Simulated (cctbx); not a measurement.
## A crystallographic session in cctbx: HgMo3

Library: cctbx 2025.11. The data are simulated by the first script.

## 1. Simulate the data

run.py:

```python
from cctbx import adptbx, crystal, miller, sgtbx, xray
from cctbx.array_family import flex
from iotbx.shelx import hklf
from scitbx import matrix
import scitbx.random

cs = crystal.symmetry(unit_cell=(4.14, 4.14, 4.14, 90, 90, 90), space_group_symbol='Hall: -P 4 2 3')  # Pm-3m
atoms = [  # label, site, U (iso, or U11 U22 U33 U12 U13 U23 in A^2), occupancy
    ("Hg1", (0, 0, 0), (0.0110, 0.0110, 0.0110, 0.0000, 0.0000, 0.0000), 1),
    ("Mo1", (0.5, 0.5, 0), (0.0219, 0.0219, 0.0337, 0.0000, 0.0000, 0.0000), 1),
]
xs = xray.structure(crystal_symmetry=cs)
for label, site, u, occ in atoms:
    u = adptbx.u_cif_as_u_star(cs.unit_cell(), u) if isinstance(u, tuple) else u
    xs.add_scatterer(xray.scatterer(label, site=site, u=u, occupancy=occ))
xs.set_inelastic_form_factors(0.71073, "sasaki")
xs.show_summary()
p1 = xs.expand_to_p1()
ms = miller.build_set(p1, anomalous_flag=True, d_min=0.8)
flex.set_random_seed(982279)
scitbx.random.set_random_seed(982279)
ms = ms.select(flex.random_double(ms.size()) < 0.8)
i = ms.structure_factors_from_scatterers(p1, algorithm="direct").f_calc().as_intensity_array().data()
i = i * 20000 / flex.max(i)
sig = flex.sqrt(i + flex.pow2(0.06 * i) + 15 ** 2)
noise = scitbx.random.variate(scitbx.random.normal_distribution())(i.size())
data = ms.array(data=i + sig * noise, sigmas=sig).set_observation_type_xray_intensity()
with open("data.hkl", "w") as f:
    data.export_as_shelx_hklf(f)
print("reflections written:", data.size(), " <I/sigma> = %.1f" % flex.mean(data.data() / data.sigmas()))
for h, a, b in list(data.sort("data"))[:12]:
    print("%4d%4d%4d %9.1f %7.1f" % (h + (a, b)))
```

```console
$ python run.py
```

```text
Number of scatterers: 2
At special positions: 2
Unit cell: (4.14, 4.14, 4.14, 90, 90, 90)
Space group: P m -3 m (No. 221)
reflections written: 470  <I/sigma> = 13.7
   1   1   1   20753.1  1208.4
   1  -1   1   20302.7  1208.4
  -1  -1  -1   20038.4  1208.4
  -1  -1   1   19515.1  1208.4
   1   1  -1   19196.0  1208.4
   1  -1  -1   19104.5  1208.4
  -1   1  -1   19067.5  1208.4
   0   0   2   18639.4  1050.8
   0   2   0   17603.5  1050.8
   2   0   0   17100.1  1050.8
  -2   0   0   16269.4  1050.8
   2   2   0   12001.8   659.5
```

It took 0.22 s on 1 thread of Arm Neoverse V2 (shared host), peak memory 0.07 GiB.

## 2. Symmetry

run.py:

```python
from cctbx import crystal, sgtbx, statistics
from cctbx.array_family import flex
from iotbx.shelx import hklf

p1 = crystal.symmetry(unit_cell=(4.14, 4.14, 4.14, 90, 90, 90), space_group_symbol="P 1")
raw = hklf.reader(file_name="data.hkl").as_miller_arrays(crystal_symmetry=p1, anomalous=True)[0]
print(raw.size(), "reflections to d = %.3f A" % raw.d_min())
isig = raw.data() / raw.sigmas()
print("centring   violations  <I/sigma> of those")
best = "P"
for c in "ABCIRF":
    a = raw.customized_copy(space_group_info=sgtbx.space_group_info("Hall: %s 1" % c)).sys_absent_flags().data()
    m = flex.mean(isig.select(a))
    print("%5s %10d of %5d %8.1f" % (c, (isig.select(a) > 4).count(True), a.count(True), m))
    if (isig.select(a) > 4).count(True) < 0.01 * a.count(True):
        best = c
raw = raw.select(~raw.customized_copy(space_group_info=sgtbx.space_group_info("Hall: %s 1" % best)).sys_absent_flags().data())
isig = raw.data() / raw.sigmas()
rows = []
for s in sgtbx.space_group_symbol_iterator():
    g = sgtbx.space_group(s)
    if g.conventional_centring_type_symbol() != best or not g.is_compatible_unit_cell(p1.unit_cell(), 1e-3, 0.02):
        continue
    rows.append((s, g))
print("Laue class    unique    Rint  (classes that these axes allow; Friedel mates merged)")
rint = {}
for s, g in rows:
    laue = g.build_derived_patterson_group()
    key = laue.type().hall_symbol()
    if key not in rint:
        m = raw.customized_copy(space_group_info=laue.info(), anomalous_flag=False).merge_equivalents()
        rint[key] = m.r_int()
        print("%-14s %6d %7.3f" % (laue.type().lookup_symbol(), m.array().size(), m.r_int()))
floor = min(rint.values())
good = [(s, g) for s, g in rows if rint[g.build_derived_patterson_group().type().hall_symbol()] < 2 * floor + 0.03]
top = max(g.build_derived_patterson_group().order_z() for s, g in good)
print("space group    extra absences  I>4sigma  <I/sigma>")
for s, g in good:
    laue = g.build_derived_patterson_group()
    if laue.order_z() != top:
        continue
    a = raw.customized_copy(space_group_info=g.info()).sys_absent_flags().data()
    a &= ~raw.customized_copy(space_group_info=laue.info()).sys_absent_flags().data()
    bad = (isig.select(a) > 4).count(True)
    if bad <= 0.03 * a.count(True):
        print("%-16s %8d %10d %9s  %s" % (s.universal_hermann_mauguin(), a.count(True), bad, "%.1f" % flex.mean(isig.select(a)) if a.count(True) else "-", "centric" if g.is_centric() else "acentric"))
laue = max(good, key=lambda t: t[1].build_derived_patterson_group().order_z())[1].build_derived_patterson_group()
f = raw.customized_copy(space_group_info=laue.info(), anomalous_flag=False).merge_equivalents().array().eliminate_sys_absent().f_sq_as_f()
f.set_observation_type_xray_amplitude()
bins = max(3, min(8, f.size() // 12))
f.setup_binner(n_bins=bins)
w = statistics.wilson_plot(f, {e: n / laue.order_z() for e, n in {'Hg': 1.0, 'Mo': 3.0}.items()}, e_statistics=True)
print("Wilson B = %.2f A^2   <|E^2-1|> = %.3f (0.968 centric, 0.736 acentric)   E^2>4: %.1f %%" % (w.wilson_b, w.mean_e_sq_minus_1, w.percent_e_sq_gt_2))
print("shell (A)         n   <I/sigma>")
m = raw.customized_copy(space_group_info=laue.info(), anomalous_flag=False).merge_equivalents().array().eliminate_sys_absent()
for b in m.setup_binner(n_bins=bins).range_used():
    sel = m.binner().selection(b)
    print("%5.2f - %4.2f %6d %8.1f" % (min(m.binner().bin_d_range(b)[0] if m.binner().bin_d_range(b)[0] > 0 else 99, 99), m.binner().bin_d_range(b)[1], sel.count(True), flex.mean((m.data() / m.sigmas()).select(sel))))
```

```console
$ python run.py
```

```text
470 reflections to d = 0.812 A
centring   violations  <I/sigma> of those
    A        237 of   237     12.9
    B        240 of   240     12.8
    C        243 of   243     12.9
    I        213 of   213     13.7
    R        324 of   324     13.7
    F        360 of   360     12.9
Laue class    unique    Rint  (classes that these axes allow; Friedel mates merged)
P -1              285   0.039
P 1 2/m 1         171   0.042
P 1 1 2/m         170   0.044
P 2/m 1 1         170   0.041
P m m m           110   0.045
P 4/m              88   0.047
P 4/m m m          64   0.047
R -3 :R            98   0.046
R -3 m :R          64   0.047
P m -3             38   0.049
P m -3 m           28   0.049
space group    extra absences  I>4sigma  <I/sigma>
P 4 3 2                 0          0         -  acentric
P -4 3 m                0          0         -  acentric
P m -3 m                0          0         -  centric
Wilson B = 1.66 A^2   <|E^2-1|> = 0.727 (0.968 centric, 0.736 acentric)   E^2>4: 0.0 %
shell (A)         n   <I/sigma>
 4.14 - 1.17     12     47.1
 1.17 - 0.93      8     53.7
 0.93 - 0.81      8     56.1
```

Time: 0.38 s.

## 3. Patterson map

run.py:

```python
from cctbx import crystal, maptbx
from iotbx.shelx import hklf

cs = crystal.symmetry(unit_cell=(4.14, 4.14, 4.14, 90, 90, 90), space_group_symbol='Hall: -P 4 2 3')  # Pm-3m
raw = hklf.reader(file_name="data.hkl").as_miller_arrays(crystal_symmetry=cs, anomalous=True)[0]
merged = raw.eliminate_sys_absent().merge_equivalents()
fo2 = merged.array().set_observation_type_xray_intensity()
f = fo2.average_bijvoet_mates().f_sq_as_f()
pm = f.patterson_map(symmetry_flags=maptbx.use_space_group_symmetry, sharpening=True, resolution_factor=0.25)
peaks = pm.peak_search(parameters=maptbx.peak_search_parameters(min_distance_sym_equiv=0.4, max_clusters=14)).all()
top = peaks.heights()[0]
print("Patterson group", f.patterson_symmetry().space_group_info())
print("      u       v       w   height  length (A)")
for x, h in zip(peaks.sites(), peaks.heights()):
    y = [t - round(t) for t in x]
    print("%7.3f %7.3f %7.3f %8.1f %8.2f" % (x + (1000 * h / top, cs.unit_cell().length(y))))
```

```console
$ python run.py
```

```text
Patterson group P m -3 m
      u       v       w   height  length (A)
  0.000   0.000   0.000   1000.0     0.00
  0.000   0.500   0.500    652.0     2.93
  0.500   0.500   0.500    186.6     3.59
  0.000   0.000   0.500    165.3     2.07
  0.253   0.253   0.253    133.7     1.82
  0.000   0.114   0.251     32.5     1.14
  0.263   0.385   0.500     27.1     2.83
  0.000   0.246   0.386     25.4     1.90
  0.111   0.246   0.500     21.1     2.35
  0.167   0.167   0.167      9.2     1.20
  0.164   0.164   0.500     -4.6     2.28
```

Time: 0.24 s.

## 4. Charge flipping

run.py:

```python
import itertools
from cctbx import crystal, maptbx
from cctbx.array_family import flex
from iotbx.shelx import hklf
from smtbx.ab_initio import charge_flipping as cf

cs = crystal.symmetry(unit_cell=(4.14, 4.14, 4.14, 90, 90, 90), space_group_symbol='Hall: -P 4 2 3')  # Pm-3m
raw = hklf.reader(file_name="data.hkl").as_miller_arrays(crystal_symmetry=cs, anomalous=True)[0]
merged = raw.eliminate_sys_absent().merge_equivalents()
fo2 = merged.array().set_observation_type_xray_intensity()
f = fo2.average_bijvoet_mates().f_sq_as_f().resolution_filter(d_min=0.8)
p1 = f.expand_to_p1()
work = p1
flex.set_random_seed(97053)
it = cf.weak_reflection_improved_iterator(delta=None, weak_reflection_fraction=0.2)
it.start(work, phases=flex.random_double(p1.size()) * 6.2832, f_000=0)
it.delta = 1.2 * it.rho_map.sigma()
print("cycle      R  skewness")
for n, st in enumerate(itertools.islice(it, 150)):
    if n % 12 == 0:
        print("%5d %6.3f %8.2f" % (n, st.r1_factor(), st.rho_map.skewness()))
rho = p1.phase_transfer(it.f_calc).fft_map().apply_volume_scaling()
polish = cf.low_density_elimination_iterator(constant_rho_c=rho.sigma())
polish.start(f_obs=p1, phases=it.f_calc, f_000=0)
for _ in range(8):
    next(polish)
print("origin shift          correlation  skewness")
maps = []
for fc, shift, cc in itertools.islice(cf.f_calc_symmetrisations(f, polish.f_calc, 0), 4):
    m = f.phase_transfer(fc).fft_map(symmetry_flags=maptbx.use_space_group_symmetry, resolution_factor=0.25).apply_sigma_scaling()
    maps.append((m.skewness(), cc, m))
    print("%6.3f %6.3f %6.3f %10.3f %9.2f" % (tuple(shift) + (cc, m.skewness())))
skew, cc, m = max((t for t in maps if t[1] > maps[0][1] - 0.04), key=lambda t: t[0])
print("taken: symmetry correlation %.3f, skewness %.2f" % (cc, skew))
peaks = m.peak_search(parameters=maptbx.peak_search_parameters(min_distance_sym_equiv=0.9, max_clusters=7)).all()
sps = cs.special_position_settings(min_distance_sym_equiv=0.5)
print("peak      x       y       z  mult  height/sigma")
for k, (x, h) in enumerate(zip(peaks.sites(), peaks.heights())):
    ss = sps.site_symmetry(x)
    print("Q%-3d %7.4f %7.4f %7.4f %4d %8.1f" % ((k + 1,) + tuple(t % 1 for t in ss.exact_site()) + (ss.multiplicity(), h)))
```

```console
$ python run.py
```

```text
cycle      R  skewness
    0  0.419     0.46
   12  0.232     3.34
   24  0.193     3.12
   36  0.190     3.02
   48  0.200     3.01
   60  0.183     2.94
   72  0.194     2.78
   84  0.201     2.67
   96  0.203     2.73
  108  0.213     2.85
  120  0.189     2.86
  132  0.191     2.74
  144  0.209     2.85
origin shift          correlation  skewness
 0.314  0.133  0.941      0.998      5.98
 0.315  0.632  0.441      0.998      4.42
 0.315  0.133  0.441      0.998      5.24
 0.315  0.633  0.942      0.998      4.09
taken: symmetry correlation 0.998, skewness 5.98
peak      x       y       z  mult  height/sigma
Q1    0.0000  0.0000  0.0000    1     15.7
Q2    0.0000  0.5000  0.5000    3      7.8
Q3    0.0000  0.0000  0.5000    3      1.2
Q4    0.0000  0.2500  0.5000   12      0.5
Q5    0.5000  0.5000  0.5000    1      0.5
Q6    0.3436  0.3436  0.5000   12      0.5
Q7    0.1868  0.1868  0.1868    8      0.5
```

Time: 1.1 s.

## 5. Refinement (model from the peaks)

run.py:

```python
import math
from cctbx import adptbx, crystal, maptbx, sgtbx, xray
from cctbx.array_family import flex
from cctbx.xray import observations
from iotbx.shelx import hklf
from scitbx.lstbx import normal_eqns_solving
from smtbx import absolute_structure, utils
from smtbx.refinement import constraints, least_squares

cs = crystal.symmetry(unit_cell=(4.14, 4.14, 4.14, 90, 90, 90), space_group_symbol='Hall: -P 4 2 3')  # Pm-3m
atoms = [  # label, site, U (iso, or U11 U22 U33 U12 U13 U23 in A^2), occupancy
    ("Hg1", (0, 0, 0), 0.0200, 1),
    ("Mo1", (0, 0.5, 0.5), 0.0200, 1),
]
xs = xray.structure(crystal_symmetry=cs)
for label, site, u, occ in atoms:
    u = adptbx.u_cif_as_u_star(cs.unit_cell(), u) if isinstance(u, tuple) else u
    xs.add_scatterer(xray.scatterer(label, site=site, u=u, occupancy=occ))
xs.set_inelastic_form_factors(0.71073, "sasaki")
raw = hklf.reader(file_name="data.hkl").as_miller_arrays(crystal_symmetry=cs, anomalous=True)[0]
merged = raw.eliminate_sys_absent().merge_equivalents()
fo2 = merged.array().set_observation_type_xray_intensity()
print("Rint %.3f, %d unique reflections to %.2f A" % (merged.r_int(), fo2.size(), fo2.d_min()))
for sc in xs.scatterers():
    sc.flags.set_grad_site(True)
    sc.flags.set_grad_u_aniso(sc.flags.use_u_aniso())
    sc.flags.set_grad_u_iso(sc.flags.use_u_iso())
obs = fo2.as_xray_observations()
extra = {}
rep = constraints.reparametrisation(xs, [], utils.connectivity_table(xs), **extra)
ls = least_squares.crystallographic_ls(obs, rep, weighting_scheme=least_squares.mainstream_shelx_weighting(a=0, b=0))
print("cycle     R1     wR2    GooF  max shift (A)")
for cycle in range(6):
    ls.build_up()
    r1, wr2, goof = ls.r1_factor(cutoff_factor=2)[0], ls.wR2(), ls.goof()
    old = xs.sites_cart()
    normal_eqns_solving.levenberg_marquardt_iterations(ls, n_max_iterations=3, tau=0.0001, step_threshold=1e-7)
    big = flex.max((xs.sites_cart() - old).norms())
    print("%4d %7.4f %7.4f %7.3f %9.5f" % (cycle + 1, r1, wr2, goof, big))
    ls.build_up(objective_only=True)
    if abs(ls.wR2() - wr2) < 5e-5 and big < 5e-4:
        break
ls.build_up()
print("final R1 %.4f wR2 %.4f GooF %.3f  parameters %d  data/parameter %.1f" % (ls.r1_factor(cutoff_factor=2)[0], ls.wR2(), ls.goof(), ls.n_parameters, fo2.size() / ls.n_parameters))
cov = ls.covariance_matrix_and_annotations()
su = dict(zip(cov.annotations, (math.sqrt(max(v, 0)) for v in cov.matrix.matrix_packed_u_diagonal())))
a2 = cs.unit_cell().reciprocal_parameters()[0] ** -2
print("atom        x        y        z      Ueq    occ   su(xyz)  su(Uiso or U11)")
for sc in xs.scatterers():
    s = max(su.get(sc.label + k, 0) for k in (".x", ".y", ".z"))
    npd = "" if sc.is_positive_definite_u(cs.unit_cell()) else "  NPD"
    print("%-5s %8.5f %8.5f %8.5f %8.4f %6.3f %8.5f %7.4f%s" % ((sc.label,) + sc.site + (sc.u_iso_or_equiv(cs.unit_cell()), sc.occupancy, s, su.get(sc.label + ".uiso", su.get(sc.label + ".u11", 0) * a2), npd)))
fo = fo2.f_sq_as_f()
fc = fo.structure_factors_from_scatterers(xs, algorithm="direct").f_calc()
diff = fo.f_obs_minus_f_calc(1 / math.sqrt(ls.scale_factor()), fc).average_bijvoet_mates()
m = diff.fft_map(symmetry_flags=maptbx.use_space_group_symmetry, resolution_factor=0.25).apply_volume_scaling()
print("difference map: max %.2f min %.2f rms %.2f" % (m.statistics().max(), m.statistics().min(), m.statistics().sigma()))
peaks = m.peak_search(parameters=maptbx.peak_search_parameters(min_distance_sym_equiv=0.6, max_clusters=5)).all()
near = xs.closest_distances(peaks.sites(), distance_cutoff=4)
sps = cs.special_position_settings(min_distance_sym_equiv=0.5)
for k, (x, h) in enumerate(zip(peaks.sites(), peaks.heights())):
    ss = sps.site_symmetry(x)
    print("Q%-3d %7.4f %7.4f %7.4f %4d %7.2f  %.2f A from %s" % ((k + 1,) + tuple(t % 1 for t in ss.exact_site()) + (ss.multiplicity(), h, near.smallest_distances[k], xs.scatterers()[near.i_seqs[k]].label)))
```

```console
$ python run.py
```

```text
Rint 0.049, 28 unique reflections to 0.81 A
cycle     R1     wR2    GooF  max shift (A)
   1  0.1379  0.3170  17.725   0.00000
   2  0.0222  0.0981   5.484   0.00000
final R1 0.0222 wR2 0.0981 GooF 5.484  parameters 2  data/parameter 14.0
atom        x        y        z      Ueq    occ   su(xyz)  su(Uiso or U11)
Hg1    0.00000  0.00000  0.00000   0.0112  1.000  0.00000  0.0012
Mo1    0.00000  0.50000  0.50000   0.0252  1.000  0.00000  0.0017
difference map: max 3.67 min -1.95 rms 0.43
Q1    0.1262  0.5000  0.5000    6    3.67  0.52 A from Mo1
Q2    0.0000  0.0000  0.0000    1    1.36  0.00 A from Hg1
Q3    0.2957  0.2957  0.5000   12    1.04  1.49 A from Mo1
Q4    0.0000  0.0000  0.4262    6    0.68  1.76 A from Hg1
Q5    0.3054  0.3054  0.3054    8    0.50  1.70 A from Mo1
```

Time: 0.39 s.

Figures of merit this high mean that the model is still wrong or incomplete.

## 6. Refinement (anisotropic displacement)

run.py, as its changes from the last script of this kind:

```diff
@@ -12,2 +12,2 @@
-    ("Hg1", (0, 0, 0), 0.0200, 1),
-    ("Mo1", (0, 0.5, 0.5), 0.0200, 1),
+    ("Hg1", (0, 0, 0), 0.0112, 1),
+    ("Mo1", (0, 0.5, 0.5), 0.0252, 1),
@@ -19,0 +20 @@
+xs.convert_to_anisotropic()
@@ -33 +34 @@
-for cycle in range(6):
+for cycle in range(8):
@@ -37 +38 @@
-    normal_eqns_solving.levenberg_marquardt_iterations(ls, n_max_iterations=3, tau=0.0001, step_threshold=1e-7)
+    normal_eqns_solving.levenberg_marquardt_iterations(ls, n_max_iterations=3, tau=1e-06, step_threshold=1e-7)
@@ -58 +59 @@
-peaks = m.peak_search(parameters=maptbx.peak_search_parameters(min_distance_sym_equiv=0.6, max_clusters=5)).all()
+peaks = m.peak_search(parameters=maptbx.peak_search_parameters(min_distance_sym_equiv=0.6, max_clusters=6)).all()
```

```console
$ python run.py
```

```text
Rint 0.049, 28 unique reflections to 0.81 A
cycle     R1     wR2    GooF  max shift (A)
   1  0.0222  0.0981   5.593   0.00000
   2  0.0053  0.0119   0.678   0.00000
final R1 0.0053 wR2 0.0119 GooF 0.678  parameters 3  data/parameter 9.3
atom        x        y        z      Ueq    occ   su(xyz)  su(Uiso or U11)
Hg1    0.00000  0.00000  0.00000   0.0108  1.000  0.00000  0.0001
Mo1    0.00000  0.50000  0.50000   0.0254  1.000  0.00000  0.0003
difference map: max 0.65 min -0.31 rms 0.10
Q1    0.5000  0.5000  0.5000    1    0.65  2.07 A from Mo1
Q2    0.2583  0.2583  0.5000   12    0.36  1.46 A from Mo1
Q3    0.0000  0.0000  0.5000    3    0.26  2.07 A from Mo1
Q4    0.0000  0.5000  0.5000    3    0.21  0.00 A from Mo1
Q5    0.0000  0.3897  0.3897   12    0.15  0.65 A from Mo1
Q6    0.0000  0.0000  0.0000    1    0.15  0.00 A from Hg1
```

It took 0.44 s on 1 thread of Arm Neoverse V2, with other jobs on the host, peak memory 0.09 GiB.

[Logs are printed without paths, hosts, clocks, repeated set-up lines and the standing remarks that a program may print on its own settings, such as how far it seeks lower states.]
